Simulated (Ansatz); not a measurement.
**Lattice dynamics of Mg (Im-3m, 1 atom in the cell)**

Wanted: phonon frequencies of Mg (Im-3m, 1 atom in the cell) and what follows from them.

Program: Ansatz 0.2.0. Level of theory: DFT PBEsol, scalar-relativistic, plane waves, PAW. Results are calculated unless marked as measured.

Report form: the programs' logs are mostly left out.

This is not the structure that Mg takes at ambient pressure and room temperature (hexagonal, No. 194); it is a model or a phase of other conditions.

### 1. The starting structure

It takes space group Im-3m (No. 229, cubic). The conventional cell has a = 3.546 Å, b = 3.546 Å, c = 3.546 Å, α = 90.00°, β = 90.00°, γ = 90.00°. Nearest to Mg lie 8 Mg at 3.07 Å.

### 2. Relaxation

Harmonic phonons are second derivatives at a point where the forces vanish, and they are wanted at zero stress, so atoms and cell are relaxed first.

Input file input.yaml:

```yaml
crystal:
  lattice:
    - [-1.7727644967, 1.7727644967, 1.7727644967]
    - [1.7727644967, -1.7727644967, 1.7727644967]
    - [1.7727644967, 1.7727644967, -1.7727644967]
  atoms:
    - { symbol: Mg, position: [0.0, 0.0, 0.0] }
kpoints:
  mp_grid: { grid: [16, 16, 16] }
hamiltonian:
  xc: pbesol
scf:
  occupations: { method: gaussian, width: 0.1 }
output:
  forces: true
  stress: true
  eigenvalues: true
  write_density: true
  write_potential: true
  elf: true
  volumetric_format: npy
relax:
  adjacent_minimum: "off"
  f_tol: 0.005
  max_steps: 80
  cell: { stress_tol: 0.05 }
```

Launch:

```sh
> ansatz run input.yaml --threads 4 --pin off --max-ram 7168MiB --backend cpu --events-out ev --progress --plain --runs-dir out
```

It took 4.9 s on 4 threads of AMD EPYC 7R43, shared host; peak memory 0.32 GiB.

The steps of the relaxation:

```tsv
step	energy less that of the first step (eV)	largest force component (eV/Å)	pressure (GPa)	volume (Å³)
1	0.0000	0.0000	0.35	22.29
2	-0.0002	0.0000	0.08	22.44
3	-0.0002	0.0000	0.00	22.50
4*	-0.0002	0.0000	0.00	22.50
```

Relaxation steps marked * repeat the geometry before them on a plane-wave basis chosen anew for their cell, so energy and pressure can jump there.

```tsv
conventional cell, symmetrised	before	after	change
a (Å)	3.546	3.557	+0.3 %
b (Å)	3.546	3.557	+0.3 %
c (Å)	3.546	3.557	+0.3 %
volume (Å³/atom)	22.29	22.50	+0.9 %
```

The relaxed structure:

```cif
data_structure
_symmetry_space_group_name_H-M 'P 1'
_symmetry_Int_Tables_number 1
_cell_length_a 3.0802
_cell_length_b 3.0802
_cell_length_c 3.0802
_cell_angle_alpha 109.471
_cell_angle_beta 109.471
_cell_angle_gamma 109.471
_cell_volume 22.50
loop_
_atom_site_label
_atom_site_type_symbol
_atom_site_fract_x
_atom_site_fract_y
_atom_site_fract_z
_atom_site_occupancy
Mg1 Mg 0.00000 0.00000 0.00000 1
```

Numbers from this step:

| Quantity | Value |
| --- | --- |
| pressure | 0.001150 GPa |
| volume per atom | 22.50 Å³ |
| gap on the k-mesh | 0 eV |

Electrostatic potential energy in the ac plane of the conventional cell at fractional y = 0.000, with atoms of Mg within 0.2 Å of it. With pseudopotentials it is smooth inside the atoms' cores, unlike the true potential.

Values in eV, 14 rows by 14 columns, each cell a mean:
```
-65 -59 -28  -7   2   6   7   8   7   4   0 -12 -42 -63
-48 -36 -15  -3   3   6   7   8   7   5   1  -6 -23 -42
-15 -10  -3   2   5   7   8   8   7   6   4   0  -6 -12
 -1   0   2   4   6   7   8   8   8   7   6   4   1   0
  4   5   6   6   7   8   8   8   8   8   7   6   5   4
  7   7   7   8   8   8   8   8   8   8   8   7   7   7
  8   8   8   8   8   8   8   8   8   8   8   8   8   8
  7   7   8   8   8   8   8   8   8   8   8   8   7   7
  5   6   6   7   7   8   8   8   8   8   7   7   6   6
  1   2   4   5   7   7   8   8   8   7   6   5   3   2
 -8  -5  -1   3   5   7   8   8   8   6   4   2  -3  -7
-33 -24  -9  -1   4   6   8   8   7   6   2  -3 -15 -28
-63 -54 -24  -5   2   6   7   8   7   5   0 -10 -36 -59
-65 -63 -33  -8   1   5   7   8   7   4  -1 -15 -48 -65
```
Columns run along a (3.6 Å; values clipped at the 3rd and 97th percentile), rows up along c (3.6 Å), edges of the conventional cell, whose origin can differ from the input's. Atoms in or near the plane, at fractional coordinates: Mg at (0.00, 0.00).

ELF in the ac plane of the conventional cell at fractional y = 0.000, with atoms of Mg within 0.2 Å of it. It is the smooth field of the valence electrons, not physical close to the nuclei.

Ten even steps from '_' (0.08) to '@' (0.55), each cell a mean:
```
==**==__..**@@@@%%==__..****
**++::__::##@@@@@@**..__==**
::..__..++@@@@@@@@%%==____..
____::++%%@@@@@@@@@@##==..__
==++##%%@@@@@@@@@@@@@@%%**==
%%%%@@@@@@@@@@@@@@@@@@@@@@%%
@@@@@@@@@@@@@@@@@@@@@@@@@@@@
@@@@@@@@@@@@@@@@@@@@@@@@@@@@
**##%%@@@@@@@@@@@@@@@@@@##**
__..--##@@@@@@@@@@@@%%++::..
______::##@@@@@@@@%%++..____
++==..__--%%@@@@@@##::__::==
++**==__..##@@@@%%++__..++**
--++++____**@@@@%%==__::**==
```
Columns run along a (3.6 Å), rows up along c (3.6 Å), edges of the conventional cell, whose origin can differ from the input's. Atoms in or near the plane, at fractional coordinates: Mg at (0.00, 0.00).

Valence density in the ac plane of the conventional cell at fractional y = 0.000, with atoms of Mg within 0.2 Å of it. It is the smooth field of the valence electrons, not physical close to the nuclei.

Values in e/Å³, 14 rows by 14 columns, each cell a mean:
```
20 11  2  0  0  0  0  0  0  0  0  0  5 15
 7  4  1  0  0  0  0  0  0  0  0  0  1  5
 1  0  0  0  0  0  0  0  0  0  0  0  0  0
 0  0  0  0  0  0  0  0  0  0  0  0  0  0
 0  0  0  0  0  0  0  0  0  0  0  0  0  0
 0  0  0  0  0  0  0  0  0  0  0  0  0  0
 0  0  0  0  0  0  0  0  0  0  0  0  0  0
 0  0  0  0  0  0  0  0  0  0  0  0  0  0
 0  0  0  0  0  0  0  0  0  0  0  0  0  0
 0  0  0  0  0  0  0  0  0  0  0  0  0  0
 0  0  0  0  0  0  0  0  0  0  0  0  0  0
 3  2  0  0  0  0  0  0  0  0  0  0  1  2
16  9  2  0  0  0  0  0  0  0  0  0  4 11
28 16  3  0  0  0  0  0  0  0  0  1  7 20
```
Columns run along a (3.6 Å), rows up along c (3.6 Å), edges of the conventional cell, whose origin can differ from the input's. Atoms in or near the plane, at fractional coordinates: Mg at (0.00, 0.00).

In this step the volume went from 22.29 to 22.50 Å³/atom.

### 3. Tight relaxation

Phonons need a cell at rest on their own settings, so the relaxation is repeated with tight tolerances on forces and stress, using the mesh and the filling of the phonon run that follows.

Input file input.yaml:

```yaml
crystal:
  lattice:
    - [-1.778350961, 1.778350961, 1.778350961]
    - [1.778350961, -1.778350961, 1.778350961]
    - [1.778350961, 1.778350961, -1.778350961]
  atoms:
    - { symbol: Mg, position: [0.0, 0.0, 0.0] }
kpoints:
  mp_grid: { grid: [16, 16, 16] }
hamiltonian:
  xc: pbesol
scf:
  occupations: { method: methfessel_paxton, width: 0.15 }
output:
  forces: true
  stress: true
  eigenvalues: true
relax:
  adjacent_minimum: "off"
  f_tol: 0.001
  max_steps: 60
  cell: { stress_tol: 0.01 }
```

Run time: 2.6 s. Hardware: 4 threads; peak memory 0.35 GiB; 6.7 s of CPU time.

Little changed from the start: no atom moved by 0.005 Å and no cell edge by 0.1 %.

This step gave:

- pressure: -0.003571 GPa

The forces vanish by symmetry and the pressure is -0.004 GPa, within the tolerances set. The cell now holds 22.50 Å³/atom.

### 4. The dispersion

Stability and thermal properties need the whole zone. Linear response on a 4×4×4 q mesh gives force constants as far as a supercell of that size would.

input.yaml, the sections that differ from step 3:

```yaml
output:
  eigenvalues: true
phonons:
  method: dfpt
  qmesh: [4, 4, 4]
  temperatures: { t_max: 1000, t_step: 50 }
  qpath:
    path:
      - [[0.0, 0.0, 0.0], [0.5, -0.5, 0.5], [0.0, 0.0, 0.5], [0.0, 0.0, 0.0], [0.25, 0.25, 0.25], [0.5, -0.5, 0.5]]
      - [[0.25, 0.25, 0.25], [0.0, 0.0, 0.5]]
    npoints: 10
# crystal, kpoints, hamiltonian, scf: as in step 3
# relax: removed
```

Run time: 2.8 min. Hardware: 4 threads; peak memory 1.8 GiB; 8.7 min of CPU time.

Numbers from this step:

```yaml
sum_rule_residual_before_enforcement: 1.57e-6 eV/Å²
lowest_frequency_on_the_path: -31.62 cm⁻¹
highest_frequency_on_the_path_or_at_a_solved_wavevector: 255.7 cm⁻¹
lowest_mode_on_the_q_mesh_acoustic_modes_at_gamma_apart: -31.55 cm⁻¹
```

Frequencies (cm⁻¹) solved at each irreducible wavevector; negative means imaginary. Frequencies by wavevector, by row:

```tsv
q in reciprocal lattice units	star	mode 1	mode 2	mode 3
0 0 0	1	0	0	0
0 0 0.25	12	-14.3	131.8	182.1
0 0 -0.5	6	-31.6	185.2	255.7
0 0.25 0.25	24	96.7	173.8	232.5
0.25 0.25 0.25	2	176.4	176.4	176.4
0.25 0.25 -0.25	6	172.2	172.2	174.3
0.25 -0.5 -0.5	12	171.3	211.5	246.9
-0.5 -0.5 -0.5	1	238.2	238.2	238.2
```

Interpolated from a 4×4×4 q mesh. Phonon branches along the path, in cm⁻¹:

```tsv
point	branch 1	branch 2	branch 3
Γ	0	0	0
halfway	172	172	174
H	238	238	238
halfway	171	212	247
N	-32	185	256
halfway	-14	132	182
Γ	0	0	0
halfway	96	96	212
P	176	176	176
halfway	144	226	226
H	238	238	238
jump to P	176	176	176
halfway	91	181	231
N	-32	185	256
```

Tetrahedra on a 24×24×24 mesh, mean over bins of 5 cm-1. Interpolated from a 4×4×4 q mesh. Table of phonon density of states by wavenumber; read off at these points:

```tsv
wavenumber (cm⁻¹)	phonon density of states (1/cm⁻¹/cell)
-32	2.0e-5
-22	7.5e-4
-12	7.6e-4
-2	8.4e-4
8	0.00105
18	0.00179
28	0.00314
38	0.00431
48	0.00567
58	0.00653
68	0.00797
78	0.00865
88	0.00942
98	0.0104
108	0.0112
118	0.0104
128	0.00966
138	0.00968
148	0.0105
158	0.0118
168	0.0142
178	0.0200
182	0.0241
188	0.0209
198	0.0158
208	0.0150
218	0.0168
228	0.0259
238	0.0343
248	0.0131
258	9.0e-5
```

Second derivatives of the energy by pair, one row for each kind of neighbour of each atom listed. Each entry sums the pair over the periodic images of the supercell that the q mesh stands for, and in a polar crystal it holds the long-range dipole part too. Force constants by pair, by row:

```tsv
atom	neighbour	distance (Å)	third of the trace (eV/Å²)	along the pair's line (eV/Å²)
Mg1	itself	0	2.773	–
Mg1	Mg	3.08	-0.3158	-1.035
Mg1	Mg	3.557	-0.0198	-0.0035
Mg1	Mg	5.03	-0.0092	-0.0351
Mg1	Mg	5.898	-3.00e-4	0.0041
Mg1	Mg	6.16	0.0176	0.0393
Mg1	Mg	7.113	-0.0014	-0.0163
```

Symmetry leaves 8 wavevectors to solve. The lowest mode among them, the acoustic zeros apart, lies at q = (0, 0, -0.5) and is imaginary, 31.6i cm⁻¹, so the energy falls along it.

### 5. Finite displacements in a supercell

Finite displacements in a 2×2×2 supercell give force constants from forces alone. They are exact at the wavevectors that the supercell holds, where they check the linear-response result.

Edit input.yaml of step 4 so:

```diff
@@ -16,4 +16,4 @@
 phonons:
-  method: dfpt
-  qmesh: [4, 4, 4]
+  method: fd
+  supercell: [2, 2, 2]
   temperatures: { t_max: 1000, t_step: 50 }
```

Wall time 25 s (4 threads); peak memory 0.8 GiB; 89 s of CPU time.

Numbers from this step:

```
atoms in the supercell               : 8
sum-rule residual before enforcement : 7.31e-5 eV/Å²
lowest frequency on the path         : -31.55 cm⁻¹
```

Interpolated from a 2×2×2 supercell, rough between the solved points. The phonon branches at the labelled points (cm⁻¹):

```tsv
point	branch 1	branch 2	branch 3
Γ	0	0	0
halfway	171	177	177
H	238	238	238
halfway	167	213	247
N	-32	185	256
halfway	-22	131	181
Γ	0	0	0
halfway	100	100	213
P	188	188	188
halfway	135	231	231
H	238	238	238
jump to P	188	188	188
halfway	101	186	239
N	-32	185	256
```

Tetrahedra on a 24×24×24 mesh, mean over bins of 5 cm-1. Interpolated from a 2×2×2 supercell, rough between the solved points. Phonon density of states against wavenumber; read off at these points:

wavenumber (cm⁻¹), phonon density of states (1/cm⁻¹/cell) and a bar:
```
      -32     0.0000 
      -22     0.0006 
      -18     0.0008 #
       -8     0.0009 #
       -2     0.0011 #
        8     0.0014 #
       12     0.0016 #
       22     0.0025 ##
       32     0.0034 ##
       38     0.0038 ###
       48     0.0053 ####
       52     0.0057 ####
       62     0.0069 #####
       68     0.0076 #####
       78     0.0084 ######
       88     0.0097 #######
       92     0.0103 #######
      102     0.0115 ########
      108     0.0122 #########
      118     0.0100 #######
      122     0.0096 #######
      132     0.0094 #######
      138     0.0094 #######
      148     0.0098 #######
      158     0.0108 ########
      162     0.0117 ########
      172     0.0140 ##########
      178     0.0162 ############
      188     0.0245 ##################
      192     0.0187 #############
      202     0.0160 ###########
      212     0.0156 ###########
      218     0.0160 ###########
      228     0.0197 ##############
      232     0.0269 ###################
      238     0.0417 ##############################
      242     0.0301 ######################
      248     0.0177 #############
      258     0.0002
```

On this path the spectrum ends at 256 cm⁻¹ (at N). A branch goes imaginary (drawn negative), down to -31.5 cm⁻¹ at N, so this structure is not a minimum of the harmonic energy.

### 6. What came out

- space group after relaxation (within 0.01 Å): Im-3m
- volume per atom: 22.5 Å³
- electronic character: no gap on this mesh
- lowest mode on the q mesh (acoustic modes at Γ apart): -31.6 cm⁻¹
- highest frequency on the path or at a solved wavevector: 256 cm⁻¹
- imaginary modes on the 4×4×4 q mesh: yes

Modes are clearly imaginary (beyond 10i cm⁻¹) at 2 of the 8 irreducible wavevectors, most at q = (0, 0, -0.5) (31.6i cm⁻¹), so this structure is not a minimum of the energy. With no gap, or one that is small against the smearing, the frequencies hang on the k mesh and the smearing, most of all near Kohn anomalies. A phonon run warned that its eigensolver left some bands unconverged in a pass. These are harmonic frequencies at zero temperature: anharmonic shifts, linewidths and thermal expansion are left out.

[Logs are printed without paths, hosts, clocks, repeated set-up lines and the standing remarks that a program may print on its own settings, such as how far it seeks lower states.]

[Hosts, paths, dates, database ids (printed as entryN), source tags and the programs' standing remarks are cut or masked in the printed files.]
